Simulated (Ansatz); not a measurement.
# CdInCl3 (model cell, started as cubic perovskite with Cd in the octahedra): phonons and vibrational spectra, part 3 of 3

Task: relax CdInCl3 (model cell, started as cubic perovskite with Cd in the octahedra), then find its harmonic phonons.

Ansatz 0.2.0; DFT PBEsol, scalar-relativistic, plane waves, PAW; PAW set soft_1.

So far. Step 4 (Tight relaxation): The forces vanish by symmetry and the pressure is -0.003 GPa, within the tolerances set. The cell now holds 26.90 Å³/atom. Step 5 (Modes at Γ): Before it was imposed, the acoustic sum rule was missed by 1.5e-4 eV/Å² and the charge sum rule by 0.0018 e. Small misses are needed for a sound result but don't prove that mesh and cutoff are converged. The lowest optical mode is imaginary, 56.5i cm⁻¹, so the energy falls along it. The relaxed cell has a = 5.124 Å (conventional setting).

The structure was built from a prototype and need not be the compound's stable phase.

## (6) The dispersion

Stability and thermal properties need the whole zone. Linear response on a 2×2×2 q mesh gives force constants as far as a supercell of that size would, and the tensors from the zone-centre run are typed in so that the long-range dipole term is interpolated apart.

input.yaml reads:

```yaml
crystal:
  lattice:
    - [5.1238010624, 0.0, 0.0]
    - [0.0, 5.1238010624, 0.0]
    - [0.0, 0.0, 5.1238010624]
  atoms:
    - { symbol: In, position: [0.0, 0.0, 0.0] }
    - { symbol: Cd, position: [0.5, 0.5, 0.5] }
    - { symbol: Cl, position: [0.5, 0.5, 0.0] }
    - { symbol: Cl, position: [0.5, 0.0, 0.5] }
    - { symbol: Cl, position: [0.0, 0.5, 0.5] }
kpoints:
  mp_grid: { grid: [6, 6, 6] }
hamiltonian:
  xc: pbesol
  pseudopotentials: { kind: paw, azcp: { folder: soft_1 }, xc_functional: pbe }
scf:
  occupations: { method: fixed }
output:
  eigenvalues: true
phonons:
  method: dfpt
  qmesh: [2, 2, 2]
  temperatures: { t_max: 1000, t_step: 50 }
  qpath:
    path:
      - [[0.0, 0.0, 0.0], [0.0, 0.5, 0.0], [0.5, 0.5, 0.0], [0.0, 0.0, 0.0], [0.5, 0.5, 0.5], [0.0, 0.5, 0.0]]
      - [[0.5, 0.5, 0.5], [0.5, 0.5, 0.0]]
    npoints: 10
  non_analytic_term:
    high_frequency_dielectric_tensor: [[4.407, 0.0, 0.0], [0.0, 4.407, 0.0], [0.0, 0.0, 4.407]]
    born_effective_charges:
      - { species: In, tensor: [[1.9655, 0.0, 0.0], [0.0, 1.9655, 0.0], [0.0, 0.0, 1.9655]] }
      - { species: Cd, tensor: [[2.6902, 0.0, 0.0], [0.0, 2.6902, 0.0], [0.0, 0.0, 2.6902]] }
      - { species: Cl, tensor: [[-1.2486, 0.0, 0.0], [0.0, -1.2486, 0.0], [0.0, 0.0, -2.1585]] }
      - { species: Cl, tensor: [[-1.2486, 0.0, 0.0], [0.0, -2.1585, 0.0], [0.0, 0.0, -1.2486]] }
      - { species: Cl, tensor: [[-2.1585, 0.0, 0.0], [0.0, -1.2486, 0.0], [0.0, 0.0, -1.2486]] }
    source: "zone-centre run at this cell"
```

Command:

```
$ ansatz run input.yaml --threads 4 --pin off --max-ram 16384MiB --backend cpu --events-out ev --progress --plain --runs-dir out
```

Numbers of over 12 decimals in the logs are rounded to 6 here.

The program printed:

```text
[...]
Crystal: 5 atoms, lattice volume = 134.517 Å³
Basis set: ecut = 420 eV, 2601 PW (Γ), exchange–correlation on 72×72×72 points (8 copies of the dense FFT grid, shifted against one another)
Bands: 33, of which v1, the nominal top of the filled ones, is band 27 counted from 1 (26 counted from 0)
Symmetry: 48 space group operations
k-points: 20 of 216
[...]
SCF iter   1: F=—  HF=-16897.999296 eV  |F-HF|=—  |Δ(HF+E_count)|=         —  Δρ=5.12e-2  dr2=3.92e0  ethr=3.10e-3  ⟨swp⟩=4.8  Hψ=2312  notcnv=0  defer=63
[...]
SCF iter  12: F=-16896.479211 eV  HF=-16896.479211 eV  |F-HF|=0.00e0  |Δ(HF+E_count)|=  1.46e-11  Δρ=1.54e-8  dr2=1.59e-13  ethr=1.00e-12  ⟨swp⟩=6.0  Hψ=2896  notcnv=0
SCF 1 converged in 12 iterations: F = -16896.479211 eV  dr2 = 1.59e-13
[...]
NSCF: frozen V_eff on 20 k-points
[...]
DFPT response loops at q = (0, 0, 0) (fractional): preconditioner auto → Resta (q_TF=auto, 2.343 Å⁻¹)  ε∞=5.8 (no band partly filled); β = 1.00, the filter's whole step (`scf.mixing.beta` (0.50) is not read by the response loops at its default; to damp them type it under 1.00, their step now; it binds the ground state too); Broyden in place of MSR1
[...]
SCF converged after 12 iterations
Free energy (F): -16896.479211 eV
[...]
Internal energy: -16896.479211 eV  (E = F + TS)
E sigma→0 (E₀):  -16896.479211 eV
Fermi energy:    3.915982 eV
[...]
--- Band table (eV; the first three rows and the last of 20) ---
  k-point 0: bands = [... 23 lower, 2.8508, 2.9131, 2.9131, 2.9131, 5.7042, 9.7165, 9.7165, 9.7165, ... 2 higher]
  k-point 1: bands = [... 23 lower, 2.8115, 2.9085, 2.9085, 3.0922, 6.2750, 8.9593, 9.4883, 9.4883, ... 2 higher]
  k-point 2: bands = [... 23 lower, 2.7237, 2.9376, 2.9376, 3.5544, 7.5691, 7.9360, 9.1346, 9.1346, ... 2 higher]
  k-point 19: bands = [... 23 lower, 3.5251, 3.5251, 3.9160, 3.9160, 9.4618, 9.4618, 9.4618, 10.0811, ... 2 higher]
--- Phonons (Γ-DFPT): 4 representative perturbations + reference (Σ response iterations 12) ---
  ASR residual: 3.156e-5 → 0.000e0 eV/Å²; symmetrization residual: 1.941e-5 eV/Å²
  ASR residual per site (eV/Å²): 1.62e-5 3.16e-5 1.78e-5 1.78e-5 1.78e-5
[...]
--- Phonons (arbitrary-q DFPT): 4 irreducible q on the 2×2×2 mesh ---
  q = [0.0000, 0.0000, 0.0000] (star 1, of the zone-centre solve; hermiticity 5.05e-6, symmetrization 6.38e-12): -56.45 -56.45 -56.45 -0.00 0.00 0.00 36.14 36.14 36.14 53.22 53.22 53.22 265.25 265.25 265.25
  q = [0.0000, 0.0000, -0.5000] (star 3, 9 solved perturbations in 504 linear systems a pass and spin channel, the states on 64 of 216 k-point pairs; hermiticity 2.74e-6, symmetrization 1.76e-7): -41.23 -41.23 22.40 22.40 42.61 43.25 51.03 51.03 53.23 53.23 94.69 139.68 265.23 265.54 265.54
[...]
sum rule: each row above includes the acoustic sum rule's correction from the zone centre's row sums; it moved no ω² by more than (0.37 cm⁻¹)²
  mesh force constants: q→R imaginary residual 4.87e-18; ASR residual 3.156e-5 → 0.000e0 eV/Å²; symmetrization residual 1.066e-14 eV/Å²
  interpolated dispersion: 63 rows × 15 modes
  density of states and harmonic sums: on the 12×12×12 q-mesh, interpolated from the force constants of a 2×2×2 supercell (with the dipole–dipole term of supplied tensors)
  largest difference from the sums on the solved wave vectors: F 1.25e-1 eV, S 1.66e-4 and C_V 4.83e-5 eV/K
  zero-point energy: 0.083060 eV/cell   skipped modes (ω ≤ 0): 350, of them read as no rigid motion or as one in doubt: 347 (4.233e0 modes/cell left out, lowest -71.70 cm⁻¹)   left out of the sums: 2.82e-1 of the cell's modes: C_V's classical limit lies that fraction below 3 k_B per atom; for a crystal, a wire or a layer, F and S can be off by more, and a phonons.interpolated_qmesh denser along its periods is the remedy for the sampling
```

Wall time 2.2 min (4 threads of Arm Neoverse V2, shared host); peak memory 1.1 GiB.

Numbers from this step:

```yaml
sum_rule_residual_before_enforcement: 3.16e-5 eV/Å²
lowest_frequency_on_the_path: -71.70 cm⁻¹
highest_frequency_on_the_path_or_at_a_solved_wavevector: 312.9 cm⁻¹
lowest_mode_on_the_q_mesh_acoustic_modes_at_gamma_apart: -71.7 cm⁻¹
```

Frequencies (cm⁻¹) solved at each irreducible wavevector; negative means imaginary. Frequencies by wavevector, by row:

```csv
q in reciprocal lattice units,star,mode 1,mode 2,mode 3,mode 4,mode 13,mode 14,mode 15
0 0 0,1,-56.5,-56.5,-56.5,0,265.2,265.2,265.2
0 0 -0.5,3,-41.2,-41.2,22.4,22.4,265.2,265.5,265.5
0 -0.5 -0.5,3,-71.7,-46.8,-46.8,-28,169,265.8,293.8
-0.5 -0.5 -0.5,1,-71.4,-71.4,-71.4,-42.9,168.3,168.3,312.9
```

Interpolated from a 2×2×2 q mesh, with the LO-TO term (at Γ the limit along the path; where Γ stands inside the path, tables give the limit on arrival). The phonon branches at the labelled points (cm⁻¹):

```csv
point,branch 1,branch 2,branch 3,branch 4,branch 12,branch 13,branch 14,branch 15
Γ,-56,-56,0,0,106,265,265,290
halfway,-50,-50,19,19,113,265,265,280
X,-41,-41,22,22,140,265,266,266
halfway,-59,-36,-35,-34,139,210,266,292
M,-72,-47,-47,-28,138,169,266,294
halfway,-57,-43,-27,-19,116,232,266,294
Γ,-56,-56,0,0,106,265,265,290
halfway,-53,-53,-40,-22,116,230,230,307
R,-71,-71,-71,-43,139,168,168,313
halfway,-57,-56,-40,-37,139,201,230,308
X,-41,-41,22,22,140,265,266,266
jump to R,-71,-71,-71,-43,139,168,168,313
halfway,-72,-55,-55,-35,138,169,217,310
M,-72,-47,-47,-28,138,169,266,294
```

Tetrahedra on a 12×12×12 mesh, mean over bins of 5 cm-1. Interpolated from a 2×2×2 q mesh. Phonon density of states against wavenumber; read off at these points:

wavenumber (cm⁻¹), phonon density of states (1/cm⁻¹/cell) and a bar:
```
      -72      0.008 ##
      -62      0.046 ############
      -52      0.100 ##########################
      -42      0.114 ##############################
      -32      0.094 #########################
      -22      0.036 #########
      -12      0.023 ######
        2      0.020 #####
       12      0.026 #######
       22      0.055 ###############
       32      0.047 ############
       42      0.055 ##############
       52      0.063 ################
       58      0.094 #########################
       62      0.076 ####################
       68      0.086 #######################
       72      0.078 #####################
       82      0.064 #################
       92      0.057 ###############
       98      0.086 #######################
      102      0.070 ##################
      112      0.040 ##########
      128      0.037 ##########
      138      0.071 ###################
      148      0.000 
      158      0.000 
      168      0.001 
      178      0.011 ###
      188      0.012 ###
      198      0.014 ####
      208      0.015 ####
      218      0.016 ####
      228      0.019 #####
      238      0.020 #####
      252      0.028 #######
      262      0.069 ##################
      272      0.001 
      282      0.007 ##
      292      0.040 ###########
      302      0.033 #########
      312      0.020 #####
```

The partial phonon density of states has structure finer than the step of the table below, so its rows give means over 10 cm⁻¹, whole bins alone (the curve runs from -80.9 to 332 cm⁻¹). Peaks (cm⁻¹: height): Cd 56.8: 0.0391, 82.8: 0.0278, 101.0: 0.0291, 137.4: 0.0658; Cl -54.9: 0.0550, 36.1: 0.0456, 51.6: 0.0471, 72.4: 0.0499, 98.4: 0.0586, 256.9: 0.0436, 295.9: 0.0415; In -36.7: 0.0824, 20.5: 0.0214.

Phonopy on the run's constants, 11x11x11 mesh, Gaussian sigma 3.0 cm-1. Interpolated from a 2×2×2 q mesh. Table of partial phonon density of states by wavenumber; means over each step; values in 1/cm⁻¹/cell:

```csv
wavenumber (cm⁻¹),Cd,Cl,In
-70,3.0e-5,0.0254,7.4e-4
-60,1.7e-4,0.0468,0.0108
-50,3.7e-4,0.0519,0.0424
-40,4.9e-4,0.0348,0.0742
-30,4.0e-4,0.0197,0.0477
-20,4.3e-4,0.0214,0.0214
-10,1.9e-4,0.00820,0.00949
0,1.6e-4,0.00277,0.00240
10,9.9e-4,0.00876,0.00912
20,0.00392,0.0282,0.0181
30,0.00401,0.0370,0.0127
40,0.00576,0.0412,0.0108
50,0.0204,0.0427,0.00654
60,0.0327,0.0405,0.00804
70,0.0190,0.0468,0.00869
80,0.0250,0.0410,0.00625
90,0.0142,0.0388,0.00412
100,0.0247,0.0523,0.00246
110,0.0159,0.0256,0.00144
120,0.0282,0.00845,0.00106
130,0.0377,0.00406,8.6e-4
140,0.0363,0.00145,5.9e-4
150,3.5e-4,1.3e-5,4.5e-6
160,3.2e-6,5.2e-5,0
170,4.0e-4,0.00595,0
180,8.0e-4,0.00791,0
190,0.00152,0.0117,0
200,0.00158,0.0118,1.4e-6
210,0.00202,0.0149,1.2e-6
220,0.00189,0.0139,5.8e-6
230,0.00197,0.0153,1.0e-5
240,0.00289,0.0213,1.1e-5
250,0.00274,0.0205,1.5e-5
260,0.00543,0.0390,1.0e-5
270,0.00210,0.0154,1.0e-5
280,4.7e-4,0.00550,2.6e-5
290,0.00208,0.0254,9.4e-5
300,0.00207,0.0360,7.7e-5
310,7.9e-4,0.0242,1.7e-5
320,3.7e-5,0.00211,0
```

Symmetry leaves 4 wavevectors to solve. The lowest mode among them, the acoustic zeros apart, lies at q = (0, -0.5, -0.5) and is imaginary, 71.7i cm⁻¹, so the energy falls along it.

## (7) Summary of results

| Item | Value |
| --- | --- |
| space group after relaxation (within 0.01 Å) | Pm-3m |
| volume per atom | 26.9 Å³ |
| gap on the k-mesh | 1.79 eV |
| highest optical mode at the zone centre (no LO-TO term) | 265 cm⁻¹ |
| top of the zone-centre spectrum with the field | 290 cm⁻¹ |
| lowest optical zone-centre mode | -56.5 cm⁻¹ |
| mean high-frequency dielectric constant | 4.41 |
| largest Born charge (third of the trace) | 2.69 e |
| lowest mode on the q mesh (acoustic modes at Γ apart) | -71.7 cm⁻¹ |
| highest frequency on the path or at a solved wavevector | 313 cm⁻¹ |
| imaginary modes on the 2×2×2 q mesh | yes |

In words: Modes are clearly imaginary (beyond 10i cm⁻¹) at 4 of the 4 irreducible wavevectors, most at q = (0, -0.5, -0.5) (71.7i cm⁻¹), so this structure is not a minimum of the energy. Without the field, the optical modes at Γ span -56 to 265 cm⁻¹ (negative means imaginary). The highest mode in this list at Γ, 265.2 cm⁻¹, is mostly motion of Cl (87 % of the kinetic energy). With the macroscopic field of the longitudinal modes the top of the zone-centre spectrum lies at 290 cm⁻¹, against 265 cm⁻¹ without it. Among the real modes, the strongest infrared line is at 265 cm⁻¹. The PAW files were made for PBE and serve the other functionals too. The starting cell was built on a prototype and not taken from a measurement, so the phase need not exist. These are harmonic frequencies at zero temperature: anharmonic shifts, linewidths and thermal expansion are left out.

[Logs are printed without paths, hosts, clocks, repeated set-up lines and the standing remarks that a program may print on its own settings, such as how far it seeks lower states.]

[Hosts, paths, dates, database ids (printed as entryN), source tags and the programs' standing remarks are cut or masked in the printed files.]
